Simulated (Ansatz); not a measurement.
# G0W0 on several functionals: BaTiO3 (Barioperovskite)

One-shot GW is not self-consistent; how far does the start matter for BaTiO3 (Barioperovskite)?

Main program and level: Ansatz 0.2.0; G0W0 on several functionals, plane waves, PAW.

In doubt: masses and optical values from hybrid runs of this build are listed as unsure (step 4), which bears on the screening that GW takes from such a start.

### 1. Set-up

It takes space group Amm2 (No. 38, orthorhombic). Conventional cell: a = 3.986 Å, b = 5.674 Å, c = 5.690 Å, α = 90.00°, β = 90.00°, γ = 90.00°. Nearest to Ba lie 12 O at 2.77 to 2.92 Å. Ti has 6 O at 1.93 to 2.09 Å nearest. Nearest to O lie 2 Ti at 2.00 Å and 4 Ba at 2.77 to 2.92 Å. Nearest to O lie 2 Ti at 1.93 to 2.09 Å and 4 Ba at 2.81 to 2.84 Å. Farther neighbours and most contacts between anions are not listed.

The cell and positions come from the Crystallography Open Database and are kept as given unless a step says otherwise. Spin-orbit coupling is left out unless a step names it.

### 2. G0W0 on LDA

G0W0 replaces the xc potential by the self-energy, built once from these orbitals. Only a window of levels is corrected, while the sums run over the empty bands that the input names. This step takes PAW set soft_1 files.

This step: G0W0 on LDA, plane waves, PAW; PAW set soft_1.

input.yaml reads:

```yaml
crystal:
  lattice:
    - [3.9855, 0.0, 0.0]
    - [0.0, 2.8369, 2.84515]
    - [0.0, -2.8369, 2.84515]
  atoms:
    - { symbol: Ba, position: [0.0, 0.0, 0.0] }
    - { symbol: Ti, position: [0.5, 0.5124, 0.5124] }
    - { symbol: O, position: [0.0, 0.4874, 0.4874] }
    - { symbol: O, position: [0.5, 0.50524, 0.99184] }
    - { symbol: O, position: [0.5, 0.99184, 0.50524] }
kpoints:
  mp_grid: { grid: [4, 4, 4] }
hamiltonian:
  xc: lda
  pseudopotentials: { kind: paw, azcp: { folder: soft_1 }, xc_functional: pbe }
scf:
  occupations: { method: fixed }
gw:
  n_empty_bands: 146
  ecut_chi: 100
  qp_bands: [v2, c2]
  qp_kpoints: band_edges
  screening: { model: contour_deformation }
```

Started as:

```console
$ ansatz run input.yaml --threads 2 --pin off --max-ram 73728MiB --backend cuda --events-out ev --progress --plain --runs-dir out --devices 1 --max-vram 13GiB
```

Numbers of over 12 decimals in the logs are rounded to 6 here.

Log:

```text
GPUs: using 1 of 1 available (devices: 1).
Engine: ansatz 0.2.0, x86_64-unknown-linux-gnu
Pseudopotentials: kind: paw
Pseudopotential: Ba, paw, valence charge 10, recommended cutoff 420 eV (normal), soft_1/Ba.paw.azcp
Pseudopotential: Ti, paw, valence charge 12, recommended cutoff 420 eV (normal), soft_1/Ti.paw.azcp
Pseudopotential: O, paw, valence charge 6, recommended cutoff 420 eV (normal), soft_1/O.paw.azcp
Functional definition: SPW92
  exchange = slater_x
  correlation = pw_c
device memory: the entry about to start is reckoned to put 0.7 GiB on a device that reports 53.0 GiB free (of which the cap on the GPU budget leaves the run 13.0 GiB)
GPU FFT provider: cuFFT
GPU libraries: cuBLAS 13.8.2, cuFFT 12.4.0, cuSOLVER 12.3.4
Crystal: 5 atoms, lattice volume = 64.337 Å³
Basis set: ecut = 420 eV, 1249 PW (Γ)
Bands: 25, of which v1, the nominal top of the filled ones, is band 20 counted from 1 (19 counted from 0)
Symmetry: 4 space group operations
Space group: Amm2 (ITA 38), of the structure as read, at distance tolerance 4.0e-5 Å
k-points: 21 of 64 (time reversal used)
Non-local potential: Ba, projectors of the file, l = 0: 3, l = 1: 2, l = 2: 2, l = 3: 2
Non-local potential: Ti, projectors of the file, l = 0: 3, l = 1: 2, l = 2: 3, l = 3: 1
Non-local potential: O, projectors of the file, l = 0: 2, l = 1: 2, l = 2: 1
PAW form: soft (Blöchl's): semilocal exchange-correlation on the pseudo side does not see the compensation charge
PAW frozen core: Ba, regenerated for the run's functional, and the local potential with it (the file was generated under x = pbe(κ = 0.804, μ = 0.219515), c = pbe(β = 0.066725))
PAW frozen core: Ti, regenerated for the run's functional, and the local potential with it (the file was generated under x = pbe(κ = 0.804, μ = 0.219515), c = pbe(β = 0.066725))
PAW frozen core: O, regenerated for the run's functional, and the local potential with it (the file was generated under x = pbe(κ = 0.804, μ = 0.219515), c = pbe(β = 0.066725))
PAW one-centre angular grid: Ba, 194 points (default); XC on 64 Gauss nodes
PAW one-centre angular grid: Ti, 590 points (default); XC on 64 Gauss nodes
PAW one-centre angular grid: O, 110 points (default); XC on 64 Gauss nodes
Initial density: superposition of atomic densities (chi_scale 0.1, normalization cell, long waves kept (reshape's long-wave potential 0.00 eV rms))
Initial wavefunctions: pseudopotential atomic-orbital guess
GPU buffer pool allocated for 19683 grid points (all kernels)
GPU transforms: local potential and band sums: pruned to the plane-wave sphere, on 27×27×27
Functional: x = slater, c = lda
SCF iter   1: F=—  HF=-9905.087786 eV  |F-HF|=—  |Δ(HF+E_count)|=         —  Δρ=5.70e-2  dr2=2.16e0  ethr=3.10e-3  ⟨swp⟩=4.7  Hψ=2018  notcnv=0  defer=37
preconditioner: auto → Resta (q_TF=auto, 2.521 Å⁻¹)  ε∞=5.9  [insulator: Δε(μ)=2.146 eV  Ē_g=11.424 eV  n_scr=18 (ndim 8)  ℏωp=25.4 eV  f_vac=0.000  ε∞_Penn≈5.9]
SCF iter   2: F=—  HF=-9904.632504 eV  |F-HF|=—  |Δ(HF+E_count)|=   4.55e-1  Δρ=2.29e-2  dr2=4.79e-1  ethr=3.10e-3  ⟨swp⟩=2.5  Hψ=991  notcnv=0  defer=23
SCF iter   3: F=—  HF=-9904.552068 eV  |F-HF|=—  |Δ(HF+E_count)|=   8.04e-2  Δρ=1.32e-2  dr2=1.11e-1  ethr=1.20e-3  ⟨swp⟩=2.1  Hψ=878  notcnv=0  defer=42
SCF iter   4: F=—  HF=-9904.537481 eV  |F-HF|=—  |Δ(HF+E_count)|=   1.46e-2  Δρ=8.82e-3  dr2=5.57e-2  ethr=2.77e-4  ⟨swp⟩=2.2  Hψ=963  notcnv=0  defer=42
SCF iter   5: F=—  HF=-9904.528190 eV  |F-HF|=—  |Δ(HF+E_count)|=   9.29e-3  Δρ=3.14e-3  dr2=7.18e-3  ethr=1.39e-4  ⟨swp⟩=2.0  Hψ=720  notcnv=0  defer=56
SCF iter   6: F=—  HF=-9904.526865 eV  |F-HF|=—  |Δ(HF+E_count)|=   1.33e-3  Δρ=8.47e-4  dr2=5.00e-4  ethr=1.80e-5  ⟨swp⟩=2.2  Hψ=747  notcnv=0  defer=63
SCF iter   7: F=—  HF=-9904.526777 eV  |F-HF|=—  |Δ(HF+E_count)|=   8.73e-5  Δρ=2.26e-4  dr2=2.85e-5  ethr=1.25e-6  ⟨swp⟩=2.1  Hψ=767  notcnv=0  defer=57
SCF iter   8: F=—  HF=-9904.526772 eV  |F-HF|=—  |Δ(HF+E_count)|=   4.80e-6  Δρ=2.28e-5  dr2=2.69e-7  ethr=7.12e-8  ⟨swp⟩=2.0  Hψ=768  notcnv=0  defer=22
SCF iter   9: F=-9904.526772 eV  HF=-9904.526772 eV  |F-HF|=2.18e-10  |Δ(HF+E_count)|=   1.05e-8  Δρ=3.84e-6  dr2=7.80e-9  ethr=2.50e-10  ⟨swp⟩=7.5  Hψ=2048  notcnv=0
SCF 1 converged in 9 iterations: F = -9904.526772 eV  dr2 = 7.80e-9
  greatest PAW one-centre occupation: 0.998 electrons in one spin orbital (limit 2), on the Ti atom at site 1 (counted from 0), in its partial waves of l = 0
device memory: the entry about to start is reckoned to put 0.7 GiB (of the 0.8 GiB reckoned in all, the device holds 0.1 GiB already) on a device that reports 52.7 GiB free (of which the cap on the GPU budget leaves the run 12.9 GiB)
NSCF: frozen V_eff on 21 k-points, pencils in batches of 32, up to order 100
the band table was solved once the SCF had ended and its energy, with any forces and stress, was formed, with the checks that follow a solve (2322 applications of the Hamiltonian). They found nothing against the state; the energy, forces and stress were not computed again (output.eigenvalues in the input reference)
device memory: the entry about to start is reckoned to put 2.0 GiB on a device that reports 50.9 GiB free (of which the cap on the GPU budget leaves the run 13.0 GiB)
NSCF: frozen V_eff on 21 k-points
G₀W₀ screening: q 1/21
[... further progress lines ...]
device memory: the entry about to start is reckoned to put 0.3 GiB on a device that reports 51.0 GiB free (of which the cap on the GPU budget leaves the run 13.0 GiB)
NSCF: frozen V_eff on 1 k-points
device memory: the entry about to start is reckoned to put 0.3 GiB on a device that reports 50.5 GiB free (of which the cap on the GPU budget leaves the run 13.0 GiB)
NSCF: frozen V_eff on 1 k-points
SCF converged after 9 iterations
Free energy (F): -9904.526772 eV
Harris-Foulkes:  -9904.526772 eV  (|F-HF|=2.18e-10)
Internal energy: -9904.526772 eV  (E = F + TS)
E sigma→0 (E₀):  -9904.526772 eV
Fermi energy:    9.842753 eV
--- Per-component energies (eV) ---
  E_band       = -153.150068
  E_kinetic    = 940.970516
  E_local      = -2186.889026  (includes V_loc(G=0)·N_el)
  E_nonlocal   = 320.222209
  E_hartree    = 834.067114
  E_xc         = -525.722366
  E_vxc        = -548.840154  (∫ρ·V_xc dr)
  E_paw        = -6472.819775  (= ΣΔE_a)
  E_vpaw       = -346.749880  (= ΣTr[D̂ρ^β])
  E_aug_tail   = 0.002247  (compensation charges beyond the density's cutoff)
  E_ewald      = -2815.256928
  E_core_change = 0.899235  (= ΣΔE_core)
  E_smearing   = -0.000000  (= −TS)
  E_closure    = -0.000000  (closes the sum)
  Σ components = -9904.526772   (vs F -9904.526772, Δ=0.00e0)
--- Band table (eV; the first three rows and the last of 21) ---
  k-point 0: bands = [... 16 lower, 8.7190, 9.5275, 9.6386, 9.6850, 11.6643, 11.7283, 11.8924, 13.9450, ... 1 higher]
  k-point 1: bands = [... 16 lower, 8.3931, 8.6264, 9.2677, 9.3741, 11.8258, 12.6127, 12.6681, 13.9792, ... 1 higher]
  k-point 2: bands = [... 16 lower, 7.9946, 8.1633, 9.0570, 9.1397, 11.8912, 13.3826, 13.4106, 13.9760, ... 1 higher]
  k-point 20: bands = [... 16 lower, 7.5059, 9.7964, 9.8326, 9.8428, 14.0196, 14.0614, 14.0720, 16.5054, ... 1 higher]
--- G₀W₀: contour deformation, 6 samples at zero and on the imaginary axis and 1 off it, 64 q-points, 146 empty bands' worth ---
  eigenvalues of the whole cell's RPA ε∞ on this k-mesh (on a slab, of 1 + 4πα/V) = 6.5564, 6.6199, 6.6862; static W/v taken at q = 0 is 0.151044
  gw.qp_kpoints: band_edges: 15 of 21 stored k-points solved, in 1 pass; an edge of the gap read off the rows below is read off those points alone
    valence top: of the k-points left out ik 17 came nearest to being solved in a further pass, in band 19 (counted from 1, as in the quasiparticle table): it holds the edge there only if its correction is more favourable than any solved in that band by at least 0.537 eV; those differ by 0.112 eV
    conduction bottom: of the k-points left out ik 4 came nearest to being solved in a further pass, in band 21 (counted from 1, as in the quasiparticle table): it holds the edge there only if its correction is more favourable than any solved in that band by at least 1.028 eV; those differ by 0.049 eV
  `?` marks the rows in doubt; gw_qp.tsv's column doubts and the gw_qp event give each row's grounds
    ik  band        ε_KS         Σx   Σc(E_QP)       V_xc       Z   E_QP_lin       E_QP  E_QP is
     0    19      9.6386   -25.8682     4.4449   -21.4135  0.7245     9.6288     9.6288  root
     0    20      9.6850   -25.9730     4.5050   -21.4534  0.7247     9.6703     9.6704  root
     0    21     11.6643   -12.6281    -6.3881   -20.5685  0.7349    13.2768    13.2165  root
     0    22     11.7283   -12.7556    -6.2764   -20.5747  0.7342    13.3310    13.2711  root
     1    19      9.2677   -25.2933     4.2768   -21.0113  0.7215     9.2626     9.2626  root
     1    20      9.3741   -25.6735     4.4836   -21.1666  0.7221     9.3507     9.3507  root
     1    21     11.8258   -13.0246    -6.3587   -20.9389  0.7310    13.4444    13.3813  root
     1    22     12.6127   -14.0439    -6.3833   -21.9609  0.7135    14.2169    14.1464  root
     2    19      9.0570   -25.4351     4.4925   -20.8992  0.7195     9.0137     9.0137  root
     2    20      9.1397   -25.7349     4.6589   -21.0156  0.7199     9.0792     9.0793  root
     2    21     11.8912   -13.1351    -6.4777   -21.1889  0.7283    13.5347    13.4672  root
     2    22     13.3826   -14.7206    -6.9607   -23.2286  0.6893    15.0228    14.9299  root
     3    19      8.8480   -24.9533     4.2172   -20.7228  0.7196     8.8346     8.8346  root
     3    20      9.3733   -25.4052     4.6583   -20.6839  0.7153     9.3103     9.3104  root
     3    21     12.6793   -14.0523    -6.4756   -22.0712  0.7126    14.2952    14.2226  root
     3    22     12.6948   -14.2748    -6.4888   -22.3067  0.7092    14.3119    14.2379  root
     5    19      8.8743   -24.9918     4.2224   -20.7590  0.7197     8.8640     8.8640  root
     5    20      9.3523   -25.3773     4.6598   -20.6556  0.7148     9.2903     9.2904  root
     5    21     12.5533   -13.8863    -6.5130   -21.9500  0.7142    14.1758    14.1041  root
     5    22     12.8094   -14.3843    -6.4812   -22.4039  0.7078    14.4234    14.3477  root
     6    19      9.0081   -25.1316     4.7528   -20.2694  0.7115     8.8984     8.8987  root
     6    20      9.7467   -25.6068     4.8248   -20.7270  0.7145     9.6917     9.6918  root
     6    21     13.3979   -14.7362    -7.0673   -23.3560  0.6878    15.0451    14.9503  root
     6    22     13.4583   -14.7295    -7.0943   -23.3771  0.6872    15.1070    15.0116  root
[...]
13    21     13.6746   -14.7071    -7.2643   -23.5186  0.6830    15.3236    15.2219  root ?
    13    22     13.7062   -14.6841    -7.3186   -23.5431  0.6809    15.3503    15.2465  root ?
[...]
16    19      9.0018   -25.1348     4.7288   -20.2892  0.7127     8.8847     8.8851  root
    16    20      9.7958   -25.6404     4.8240   -20.7690  0.7145     9.7483     9.7484  root
    16    21     13.4128   -14.7184    -7.0734   -23.3467  0.6874    15.0633    14.9678  root
    16    22     13.4286   -14.7845    -7.0528   -23.3835  0.6871    15.0693    14.9747  root
    18    19      9.3280   -25.1416     4.7917   -20.2661  0.7118     9.2440     9.2443  root
    18    20      9.8168   -25.6972     4.8260   -20.8313  0.7146     9.7770     9.7770  root
    18    21     13.7080   -14.6894    -7.3086   -23.5430  0.6812    15.3574    15.2531  root ?
    18    22     13.7098   -14.7167    -7.2921   -23.5477  0.6814    15.3518    15.2487  root ?
    20    19      9.8326   -25.7586     4.8333   -20.8921  0.7147     9.7993     9.7993  root
    20    20      9.8428   -25.7535     4.8254   -20.8970  0.7147     9.8116     9.8116  root
    20    21     14.0196   -14.6747    -7.6397   -23.8503  0.6704    15.6652    15.5556  root ?
    20    22     14.0614   -14.7010    -7.7154   -23.9546  0.6675    15.7121    15.5996  root ?
```

Elapsed: 7.9 s, on 1 × NVIDIA H100 80GB HBM3 (shared by 6 runs) with 2 threads of AMD EPYC 7R13 (Zen 3), shared host; peak memory 1.2 GiB.

This step gave:

* bands summed: 166
* RPA ε∞ on this mesh (eigenvalues): 6.556, 6.620, 6.686
* plane waves in the screening matrix: 147
* q-points in the mesh: 64
* G0W0 gap on the mesh: 3.405 eV
* k of the valence top: -0.5, -0.5, -0.5
* k of the conduction bottom: 0, 0, 0
* starting gap on the mesh: 1.822 eV
* Z at the valence top: 0.7147
* Z at the conduction bottom: 0.7349
* least direct G0W0 gap on the computed points: 3.546 eV

The gap on the mesh goes from 1.82 eV to 3.40 eV, a correction of +1.58 eV. Between the two edge states, bare exchange in place of the xc potential would open the gap by 12.80 eV, and correlation takes back 11.21 eV.

### 3. G0W0 on r2SCAN

The same correction from a different start measures what one shot leaves open.

This step: G0W0 on r2SCAN, plane waves, PAW; PAW set soft_1.

Changes to input.yaml since step 2:

```diff
@@ -14,4 +14,4 @@
 hamiltonian:
-  xc: lda
-  pseudopotentials: { kind: paw, azcp: { folder: soft_1 }, xc_functional: pbe }
+  xc: r2scan
+  pseudopotentials: { kind: paw, azcp: { folder: soft_1 } }
 scf:
```

Log:

```text
GPUs: using 1 of 1 available (devices: 1).
[...]
GPU FFT provider: cuFFT
GPU libraries: cuBLAS 13.8.2, cuFFT 12.4.0, cuSOLVER 12.3.4
Crystal: 5 atoms, lattice volume = 64.337 Å³
Basis set: ecut = 500 eV, 1639 PW (Γ), exchange–correlation on 120×120×120 points (64 copies of the dense FFT grid, shifted against one another)
Bands: 25, of which v1, the nominal top of the filled ones, is band 20 counted from 1 (19 counted from 0)
Symmetry: 4 space group operations
[...]
k-points: 21 of 64 (time reversal used)
[...]
GPU buffer pool allocated for 27000 grid points (all kernels)
[...]
SCF iter   1: F=—  HF=-10183.822430 eV  |F-HF|=—  |Δ(HF+E_count)|=         —  Δρ=5.61e-2  dr2=2.52e0  dr2_τ=2.57e-1  ethr=3.10e-3  ⟨swp⟩=4.6  Hψ=2024  notcnv=0  defer=37
[...]
SCF iter  10: F=-10183.922885 eV  HF=-10183.922885 eV  |F-HF|=5.71e-9  |Δ(HF+E_count)|=   4.31e-8  Δρ=3.70e-6  dr2=7.35e-9  dr2_τ=1.99e-10  ethr=2.50e-10  ⟨swp⟩=7.3  Hψ=1950  notcnv=0
SCF 1 converged in 10 iterations: F = -10183.922885 eV  dr2 = 7.35e-9
[...]
NSCF: frozen V_eff on 21 k-points, pencils in batches of 32, up to order 100
[...]
NSCF: frozen V_eff on 21 k-points
G₀W₀ screening: q 1/21
[... further progress lines ...]
[...]
SCF converged after 10 iterations
Free energy (F): -10183.922885 eV
[...]
Internal energy: -10183.922885 eV  (E = F + TS)
E sigma→0 (E₀):  -10183.922885 eV
Fermi energy:    9.912673 eV
[...]
--- Band table (eV; the first three rows and the last of 21) ---
  k-point 0: bands = [... 16 lower, 8.7756, 9.6069, 9.6959, 9.7391, 12.1717, 12.2292, 12.3785, 14.2741, ... 1 higher]
  k-point 1: bands = [... 16 lower, 8.4816, 8.7138, 9.3393, 9.4307, 12.3193, 13.0645, 13.1178, 14.3040, ... 1 higher]
  k-point 2: bands = [... 16 lower, 8.0930, 8.2697, 9.1158, 9.1844, 12.3796, 13.8091, 13.8366, 14.3008, ... 1 higher]
  k-point 20: bands = [... 16 lower, 7.5658, 9.8645, 9.9019, 9.9127, 14.4489, 14.4904, 14.5030, 17.2658, ... 1 higher]
[...]
0    19      9.6959   -25.9947     4.4215   -21.6829  0.7377     9.8054     9.8057  root
     0    20      9.7391   -26.0742     4.4628   -21.7255  0.7379     9.8530     9.8532  root
     0    21     12.1717   -12.5892    -6.2793   -20.0262  0.7416    13.3553    13.3294  root
     0    22     12.2292   -12.6864    -6.1963   -20.0482  0.7411    13.4211    13.3947  root
     1    19      9.3393   -25.4848     4.2962   -21.2680  0.7347     9.4186     9.4187  root
     1    20      9.4307   -25.7883     4.4458   -21.4327  0.7353     9.5208     9.5210  root
     1    21     12.3193   -12.9183    -6.2763   -20.3755  0.7381    13.5280    13.5002  root
     1    22     13.0645   -13.8637    -6.3184   -21.4200  0.7225    14.3387    14.3024  root
[...]
20    19      9.9019   -25.9179     4.7956   -21.2325  0.7284    10.0119    10.0122  root
    20    20      9.9127   -25.9141     4.7896   -21.2369  0.7284    10.0249    10.0252  root
    20    21     14.4489   -14.5574    -7.4026   -23.2437  0.6826    15.7923    15.7326  root
    20    22     14.4904   -14.5752    -7.4603   -23.3247  0.6807    15.8416    15.7795  root
```

Run time: 10 s. Hardware: 1 × NVIDIA H100 80GB HBM3 (shared by 6 runs) with 2 threads; peak memory 1.3 GiB.

This step gave:

```
bands summed                                 : 166
RPA ε∞ on this mesh (eigenvalues)            : 5.625, 5.678, 5.721
plane waves in the screening matrix          : 147
q-points in the mesh                         : 64
G0W0 gap on the mesh                         : 3.304 eV
k of the valence top                         : -0.5, -0.5, -0.5
k of the conduction bottom                   : 0, 0, 0
starting gap on the mesh                     : 2.259 eV
Z at the valence top                         : 0.7284
Z at the conduction bottom                   : 0.7416
least direct G0W0 gap on the computed points : 3.476 eV
```

Against the run with 4×4×4 mesh, 146 empty bands, screening to 100 eV, PAW set soft_1 files on LDA, the gap moves by −0.10 eV, while the start moved by +0.44 eV.

### 4. G0W0 on HSE06

This step: G0W0 on HSE06, plane waves, PAW; PAW set soft_1.

Changes to input.yaml since step 3:

```diff
@@ -14,3 +14,3 @@
 hamiltonian:
-  xc: r2scan
+  xc: hse06
   pseudopotentials: { kind: paw, azcp: { folder: soft_1 } }
```

Log:

```text
GPUs: using 1 of 1 available (devices: 1).
[...]
davidson cushion auto → on  (no smearing: the cushion is to keep the highest requested band from converging to the state above it; pin scf.eigensolver.cushion to override)
[...]
GPU FFT provider: cuFFT
GPU libraries: cuBLAS 13.8.2, cuFFT 12.4.0, cuSOLVER 12.3.4
Crystal: 5 atoms, lattice volume = 64.337 Å³
Basis set: ecut = 420 eV, 1249 PW (Γ)
[...]
1    21     12.6776   -12.3233    -5.8920   -18.9840  0.7719    13.4539    13.4463  root
     1    22     13.5000   -13.2703    -5.9309   -20.0077  0.7584    14.3160    14.3064  root
[...]
20    19      9.1901   -25.9264     4.5116   -21.8891  0.7609     9.6616     9.6644  root
    20    20      9.2031   -25.9238     4.5072   -21.8917  0.7609     9.6755     9.6783  root
    20    21     15.0931   -14.1491    -6.8407   -21.7723  0.7229    15.8886    15.8755  root
    20    22     15.1458   -14.1895    -6.8976   -21.8719  0.7207    15.9442    15.9307  root
[key lines of the parts left out:]
Free energy (F): -10163.600678 eV
Fermi energy:    9.203120 eV
```

It took 32 s on 1 × NVIDIA H100 80GB HBM3 (shared by 6 runs) with 2 threads; peak memory 1.5 GiB; 34 s of CPU time.

Numbers from this step:

```yaml
bands_summed: 166
rpa_eps_infinity_on_this_mesh_eigenvalues: 4.653, 4.690, 4.715
plane_waves_in_the_screening_matrix: 147
g0w0_gap_on_the_mesh: 3.589 eV
k_of_the_valence_top: -0.5, -0.5, -0.5
k_of_the_conduction_bottom: 0, 0, 0
starting_gap_on_the_mesh: 3.313 eV
least_direct_g0w0_gap_on_the_computed_points: 3.769 eV
```

Against the run with 4×4×4 mesh, 146 empty bands, screening to 100 eV, PAW set soft_1 files on r2SCAN, the gap moves by +0.29 eV, while the start moved by +1.05 eV.

[end of part 1 of 2]

[Paths, hosts, dates, memory and timing lines, banners, echoed tables and standing remarks are left out of the program output.]

[Logs are printed without paths, hosts, clocks, repeated set-up lines and the standing remarks that a program may print on its own settings, such as how far it seeks lower states.]

[Runs of the session that timed out or met a known fault of the program may be left out.]

[Cells called generated may have been cut or substituted from an entry of the Crystallography Open Database or the Materials Project.]

[Hosts, paths, dates, database ids (printed as entryN), source tags and the programs' standing remarks are cut or masked in the printed files.]
